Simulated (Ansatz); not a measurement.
# Debugging a many-body input for BiOCl (P4/nmm)

What is wrong with this input for BiOCl (P4/nmm)?

Main program and level: Ansatz 0.2.0; G0W0 on LDA, plane waves, PAW.

### Step 1. The starting structure

It takes space group P4/nmm (No. 129, tetragonal). Conventional cell: a = 3.886 Å, b = 3.886 Å, c = 7.349 Å, α = 90.00°, β = 90.00°, γ = 90.00°. Nearest to Bi lie 4 O at 2.31 Å and 4 Cl at 3.06 Å. Cl has 4 Bi at 3.06 Å nearest. O has 4 Bi at 2.31 Å nearest. Farther neighbours and most contacts between anions are not listed.

The cell and positions come from the Crystallography Open Database and are kept as given unless a step says otherwise. Spin-orbit coupling is left out unless a step names it. The default PAW set here is soft_2. Its files were made with PBE.

### Step 2. First try

Input file input.yaml:

```yaml
crystal:
  lattice:
    - [3.88551, 0.0, 0.0]
    - [0.0, 3.88551, 0.0]
    - [0.0, 0.0, 7.3489]
  atoms:
    - { symbol: Bi, position: [0.5, 0.0, 0.32904] }
    - { symbol: Bi, position: [0.0, 0.5, 0.67096] }
    - { symbol: Cl, position: [0.0, 0.5, 0.1472] }
    - { symbol: Cl, position: [0.5, 0.0, 0.8528] }
    - { symbol: O, position: [0.0, 0.0, 0.5] }
    - { symbol: O, position: [0.5, 0.5, 0.5] }
kpoints:
  mp_grid: { grid: [4, 4, 2] }
hamiltonian:
  xc: lda
scf:
  occupations: { method: fixed }
gw:
  n_empty_bands: 4
  ecut_chi: 40
  qp_bands: [v2, c2]
  qp_kpoints: band_edges
  screening: { model: contour_deformation }
```

Started as:

```console
$ ansatz run input.yaml --threads 3 --pin off --max-ram 92160MiB --backend cuda --events-out ev --progress --plain --runs-dir out --devices 1 --max-vram 13GiB
```

Numbers of over 12 decimals in the logs are rounded to 6 here.

The log of the run:

```text
GPUs: using 1 of 1 available (devices: 1).
Engine: ansatz 0.2.0, x86_64-unknown-linux-gnu
Pseudopotentials: kind: paw
Pseudopotential: Bi, paw, valence charge 15, recommended cutoff 420 eV (normal), Bi.paw.azcp
Pseudopotential: Cl, paw, valence charge 7, recommended cutoff 420 eV (normal), Cl.paw.azcp
Pseudopotential: O, paw, valence charge 6, recommended cutoff 420 eV (normal), O.paw.azcp
Functional definition: SPW92
  exchange = slater_x
  correlation = pw_c
device memory: the entry about to start is reckoned to put 1.4 GiB on a device that reports 52.4 GiB free (of which the cap on the GPU budget leaves the run 13.0 GiB)
GPU FFT provider: cuFFT
GPU libraries: cuBLAS 13.8.2, cuFFT 12.4.0, cuSOLVER 12.3.4
Crystal: 6 atoms, lattice volume = 110.948 Å³
Basis set: ecut = 420 eV, 2177 PW (Γ)
Bands: 34, of which v1, the nominal top of the filled ones, is band 28 counted from 1 (27 counted from 0)
Symmetry: 16 space group operations
Space group: P4/nmm (ITA 129), of the structure as read, at distance tolerance 4.8e-5 Å
k-points: 12 of 32
Non-local potential: Bi, projectors of the file, l = 0: 2, l = 1: 2, l = 2: 2, l = 3: 2
Non-local potential: Cl, projectors of the file, l = 0: 2, l = 1: 2, l = 2: 2
Non-local potential: O, projectors of the file, l = 0: 2, l = 1: 2, l = 2: 1
PAW form: soft (Blöchl's): semilocal exchange-correlation on the pseudo side does not see the compensation charge
PAW frozen core: Bi, regenerated for the run's functional, and the local potential with it (the file was generated under x = pbe(κ = 0.804, μ = 0.219515), c = pbe(β = 0.066725))
PAW frozen core: Cl, regenerated for the run's functional, and the local potential with it (the file was generated under x = pbe(κ = 0.804, μ = 0.219515), c = pbe(β = 0.066725))
PAW frozen core: O, regenerated for the run's functional, and the local potential with it (the file was generated under x = pbe(κ = 0.804, μ = 0.219515), c = pbe(β = 0.066725))
PAW one-centre angular grid: Bi, 590 points (default); XC on 64 Gauss nodes
PAW one-centre angular grid: Cl, 110 points (default); XC on 64 Gauss nodes
PAW one-centre angular grid: O, 110 points (default); XC on 64 Gauss nodes
Initial density: superposition of atomic densities (neutral atoms: chi_scale 0, normalization atom), corrected by the library's trained network
Initial wavefunctions: pseudopotential atomic-orbital guess
GPU buffer pool allocated for 36450 grid points (all kernels)
GPU transforms: local potential and band sums: pruned to the plane-wave sphere, on 25×25×50
Functional: x = slater, c = lda
SCF iter   1: F=—  HF=-27373.204448 eV  |F-HF|=—  |Δ(HF+E_count)|=         —  Δρ=1.24e-2  dr2=1.69e-1  ethr=1.77e-3  ⟨swp⟩=5.0  Hψ=1546  notcnv=0  defer=46
preconditioner: auto → Resta (q_TF=auto, 2.434 Å⁻¹)  ε∞=3.6  [insulator: Δε(μ)=2.421 eV  Ē_g=16.512 eV  n_scr=28 (ndim 8)  ℏωp=26.4 eV  f_vac=0.006  ε∞_Penn≈3.6]
SCF iter   2: F=—  HF=-27373.167377 eV  |F-HF|=—  |Δ(HF+E_count)|=   3.71e-2  Δρ=5.61e-3  dr2=3.53e-2  ethr=3.02e-4  ⟨swp⟩=2.2  Hψ=741  notcnv=0  defer=48
SCF iter   3: F=—  HF=-27373.161084 eV  |F-HF|=—  |Δ(HF+E_count)|=   6.29e-3  Δρ=2.38e-3  dr2=5.14e-3  ethr=6.30e-5  ⟨swp⟩=2.0  Hψ=573  notcnv=0  defer=48
SCF iter   4: F=—  HF=-27373.159998 eV  |F-HF|=—  |Δ(HF+E_count)|=   1.09e-3  Δρ=9.98e-4  dr2=1.02e-3  ethr=9.17e-6  ⟨swp⟩=1.8  Hψ=423  notcnv=0  defer=48
SCF iter   5: F=—  HF=-27373.159741 eV  |F-HF|=—  |Δ(HF+E_count)|=   2.57e-4  Δρ=1.91e-4  dr2=3.92e-5  ethr=1.83e-6  ⟨swp⟩=2.6  Hψ=536  notcnv=0  defer=29
SCF iter   6: F=—  HF=-27373.159735 eV  |F-HF|=—  |Δ(HF+E_count)|=   5.46e-6  Δρ=3.05e-5  dr2=9.91e-7  ethr=6.99e-8  ⟨swp⟩=2.7  Hψ=601  notcnv=0  defer=22
SCF iter   7: F=-27373.159735 eV  HF=-27373.159735 eV  |F-HF|=4.50e-9  |Δ(HF+E_count)|=   2.37e-7  Δρ=4.28e-6  dr2=2.75e-8  ethr=1.79e-10  ⟨swp⟩=9.2  Hψ=1770  notcnv=0
SCF 1 converged in 7 iterations: F = -27373.159735 eV  dr2 = 2.75e-8
[...]
gw.qp_kpoints: band_edges: 10 of 12 stored k-points solved, in 1 pass; an edge of the gap read off the rows below is read off those points alone
    valence top: of the k-points left out ik 11 came nearest to being solved in a further pass, in band 27 (counted from 1, as in the quasiparticle table): it holds the edge there only if its correction is more favourable than any solved in that band by at least 0.560 eV; those differ by 0.426 eV
    conduction bottom: of the k-points left out ik 11 came nearest to being solved in a further pass, in band 29 (counted from 1, as in the quasiparticle table): it holds the edge there only if its correction is more favourable than any solved in that band by at least 1.939 eV; those differ by 0.354 eV
  `?` marks the rows in doubt; gw_qp.tsv's column doubts and the gw_qp event give each row's grounds
    ik  band        ε_KS         Σx   Σc(E_QP)       V_xc       Z   E_QP_lin       E_QP  E_QP is
     0    27      6.6140   -21.2356     3.8656   -17.3162  0.7283     6.5602     6.5603  root
     0    28      6.8038   -21.6441     3.4711   -18.3828  0.7411     7.0126     7.0137  root
     0    29     10.5917   -10.9627    -2.1660   -15.4571  0.8222    13.0220    12.9201  root ?
     0    30     11.2706   -10.9516    -2.1660   -15.4379  0.8131    13.7002    13.5909  root ?
     1    27      7.1952   -23.7000     3.9870   -19.8728  0.7316     7.3543     7.3549  root
     1    28      7.2400   -21.1029     3.4194   -17.5574  0.7480     7.1135     7.1139  root
     1    29     10.0904    -9.9321    -2.0720   -14.2155  0.8276    12.3841    12.3018  root
     1    30     10.4306    -9.5404    -2.2121   -14.2123  0.8300    13.0039    12.8905  root ?
     2    27      7.1954   -22.5333     3.4894   -19.3450  0.7458     7.4946     7.4965  root
     2    28      7.3186   -21.7944     3.4880   -18.3099  0.7483     7.3222     7.3222  root
     2    29     11.8077   -11.4421    -2.1059   -16.1020  0.8164    14.5055    14.3617  root ?
     2    30     12.1687   -10.9084    -2.3267   -15.8330  0.8133    14.9400    14.7665  root ?
     3    27      7.0303   -21.4861     3.5833   -17.8291  0.7409     6.9564     6.9566  root
     3    28      7.4239   -22.8460     3.4866   -19.6469  0.7477     7.7097     7.7114  root
     3    29     11.5658   -11.5974    -2.0785   -16.0989  0.8139    14.1124    13.9888  root ?
     3    30     11.8146   -11.1153    -2.1445   -15.8724  0.8198    14.5860    14.4271  root ?
     4    27      7.5056   -22.0437     3.2953   -19.0305  0.7570     7.7861     7.7877  root
     4    28      7.5056   -22.0437     3.2953   -19.0305  0.7570     7.7861     7.7877  root
     4    29     12.0905   -11.2908    -2.0182   -15.8745  0.8213    14.8034    14.6560  root ?
     4    30     12.0905   -11.2908    -2.0182   -15.8745  0.8213    14.8034    14.6560  root ?
     5    27      7.5201   -21.8738     3.3377   -18.7285  0.7561     7.7118     7.7126  root
     5    28      7.5201   -21.8738     3.3377   -18.7285  0.7561     7.7118     7.7126  root
     5    29     11.8866   -10.9122    -1.9824   -15.4558  0.8264    14.5880    14.4479  root ?
     5    30     11.8866   -10.9122    -1.9824   -15.4558  0.8264    14.5880    14.4479  root ?
     6    27      7.0827   -21.3024     3.4212   -17.9225  0.7479     7.1239     7.1240  root
     6    28      7.2056   -21.9993     3.3901   -18.7765  0.7497     7.3723     7.3729  root
     6    29     11.4613   -11.0672    -2.1184   -15.6571  0.8241    14.0602    13.9328  root ?
     6    30     12.5342   -10.9958    -2.4472   -16.0641  0.8073    15.3406    15.1553  root ?
     7    27      6.9962   -21.1639     3.4352   -17.7324  0.7470     7.0000     7.0000  root
     7    28      7.2666   -21.7334     3.4290   -18.3361  0.7497     7.2983     7.2983  root
     7    29     10.9741   -10.5828    -2.0895   -15.0899  0.8278    13.5024    13.3916  root ?
     7    30     12.3101   -10.5639    -2.4162   -15.6139  0.8128    15.1235    14.9439  root ?
     9    27      6.9587   -21.1520     3.5949   -17.4323  0.7407     6.8334     6.8338  root
     9    28      6.9587   -21.1520     3.5949   -17.4323  0.7407     6.8334     6.8338  root
     9    29     11.6035   -11.7197    -2.0088   -16.1758  0.8194    14.1705    14.0509  root ?
     9    30     11.6035   -11.7197    -2.0088   -16.1758  0.8194    14.1705    14.0509  root ?
    10    27      6.9266   -26.1317     4.7213   -21.4114  0.7077     6.9277     6.9277  root
    10    28      6.9266   -26.1317     4.7213   -21.4114  0.7077     6.9277     6.9277  root
    10    29     11.6114   -10.8820    -2.0953   -15.4740  0.8272    14.2362    14.1081  root ?
    10    30     11.6114   -10.8820    -2.0953   -15.4740  0.8272    14.2362    14.1081  root ?
[key lines of the parts left out:]
SCF converged after 7 iterations
Free energy (F): -27373.159735 eV
Fermi energy:    7.520125 eV
```

Run time: 8.4 s. Hardware: 1 × NVIDIA H100 80GB HBM3 (shared by 6 runs) with 3 threads of AMD EPYC 7R13 (Zen 3), shared host; peak memory 1 GiB.

**Diagnosis.**

The run ended normally, though the input holds a fault or crude settings.

The fault: four empty bands in G0W0. The sums over empty states are cut off almost at the gap, so screening and correlation are far from complete.

It printed a gap of 4.51 eV, which is an artefact of the settings.

### Step 3. A better input

Now the one-shot GW correction: screening in the RPA, then the self-energy of the levels asked for.

Changes to input.yaml since step 2:

```diff
@@ -19,4 +19,4 @@
 gw:
-  n_empty_bands: 4
-  ecut_chi: 40
+  n_empty_bands: 408
+  ecut_chi: 138
   qp_bands: [v2, c2]
```

The log of the run:

```text
GPUs: using 1 of 1 available (devices: 1).
[...]
GPU FFT provider: cuFFT
GPU libraries: cuBLAS 13.8.2, cuFFT 12.4.0, cuSOLVER 12.3.4
Crystal: 6 atoms, lattice volume = 110.948 Å³
Basis set: ecut = 420 eV, 2177 PW (Γ)
Bands: 34, of which v1, the nominal top of the filled ones, is band 28 counted from 1 (27 counted from 0)
Symmetry: 16 space group operations
[...]
k-points: 12 of 32
[...]
GPU buffer pool allocated for 36450 grid points (all kernels)
[...]
SCF iter   1: F=—  HF=-27373.204448 eV  |F-HF|=—  |Δ(HF+E_count)|=         —  Δρ=1.24e-2  dr2=1.69e-1  ethr=1.77e-3  ⟨swp⟩=5.0  Hψ=1546  notcnv=0  defer=46
[...]
SCF iter   7: F=-27373.159735 eV  HF=-27373.159735 eV  |F-HF|=4.50e-9  |Δ(HF+E_count)|=   2.37e-7  Δρ=4.28e-6  dr2=2.75e-8  ethr=1.79e-10  ⟨swp⟩=9.2  Hψ=1770  notcnv=0
SCF 1 converged in 7 iterations: F = -27373.159735 eV  dr2 = 2.75e-8
[...]
0    27      6.6140   -21.2356     3.3407   -17.3162  0.7418     6.0294     6.0354  root
     0    28      6.8038   -21.6441     2.8046   -18.3828  0.7519     6.3439     6.3471  root
     0    29     10.5917   -10.9627    -3.8204   -15.4571  0.8068    11.2703    11.2658  root
     0    30     11.2706   -10.9516    -3.7987   -15.4379  0.7996    11.9631    11.9582  root
     1    27      7.1952   -23.7000     3.4958   -19.8728  0.7417     6.8621     6.8637  root
     1    28      7.2400   -21.1029     2.7839   -17.5574  0.7513     6.4686     6.4785  root
     1    29     10.0904    -9.9321    -3.6614   -14.2155  0.8118    10.7159    10.7124  root
     1    30     10.4306    -9.5404    -3.9742   -14.2123  0.8146    11.1331    11.1284  root
[...]
11    27      6.9270   -26.1275     4.5411   -21.4107  0.7256     6.7508     6.7513  root
    11    28      6.9270   -26.1275     4.5411   -21.4107  0.7256     6.7508     6.7513  root
    11    29     12.0294   -12.2410    -3.8502   -16.8096  0.7914    12.7535    12.7478  root
    11    30     12.0294   -12.2410    -3.8502   -16.8096  0.7914    12.7535    12.7478  root
[key lines of the parts left out:]
SCF converged after 7 iterations
Free energy (F): -27373.159735 eV
Fermi energy:    7.520125 eV
```

Elapsed: 56 s, on 1 × NVIDIA H100 80GB HBM3 (shared by 6 runs) with 3 threads; peak memory 1.5 GiB.

Numbers from this step:

```
bands summed                                 : 436
RPA ε∞ on this mesh (eigenvalues)            : 5.299, 6.636, 6.636
plane waves in the screening matrix          : 403
q-points in the mesh                         : 32
G0W0 gap on the mesh                         : 3.656 eV
k of the valence top                         : 0, 0.25, -0.5
k of the conduction bottom                   : 0, 0, -0.5
starting gap on the mesh                     : 2.570 eV
Z at the valence top                         : 0.7523
Z at the conduction bottom                   : 0.8118
least direct G0W0 gap on the computed points : 3.849 eV
```

The gap on the mesh goes from 2.57 eV to 3.66 eV, a correction of +1.09 eV, though a band edge has moved to another state.

### Step 4. Results

```
first try  : converged after 8.4 s
better run : G0W0 gap on the mesh 3.66 eV (4×4×2 mesh, 408 empty bands, screening to 138 eV)
```

The second run differs in: empty bands and screening cutoff (eV). Bands and cutoff are finite, so the gap is not at the basis limit. The miss can reach some tenths of an eV and take either sign; the mesh is an error of its own. The 4×4×2 mesh is coarse for this cell (its supercell is 15 Å along the shortest edge). The RPA ε∞ on it, from the LDA start, is 5.30 and 6.64; such meshes misread the long-range screening, most where the gap is narrow. Where an edge is built on 6p states of lead, bismuth or thallium, scalar-relativistic gaps usually stand too wide, by a few tenths to over one eV. The many-body steps are scalar-relativistic: spin-orbit coupling is not in them.

[Paths, hosts, dates, memory and timing lines, banners, echoed tables and standing remarks are left out of the program output.]

[Logs are printed without paths, hosts, clocks, repeated set-up lines and the standing remarks that a program may print on its own settings, such as how far it seeks lower states.]

[Runs of the session that timed out or met a known fault of the program may be left out.]

[Cells called generated may have been cut or substituted from an entry of the Crystallography Open Database or the Materials Project.]

[Hosts, paths, dates, database ids (printed as entryN), source tags and the programs' standing remarks are cut or masked in the printed files.]
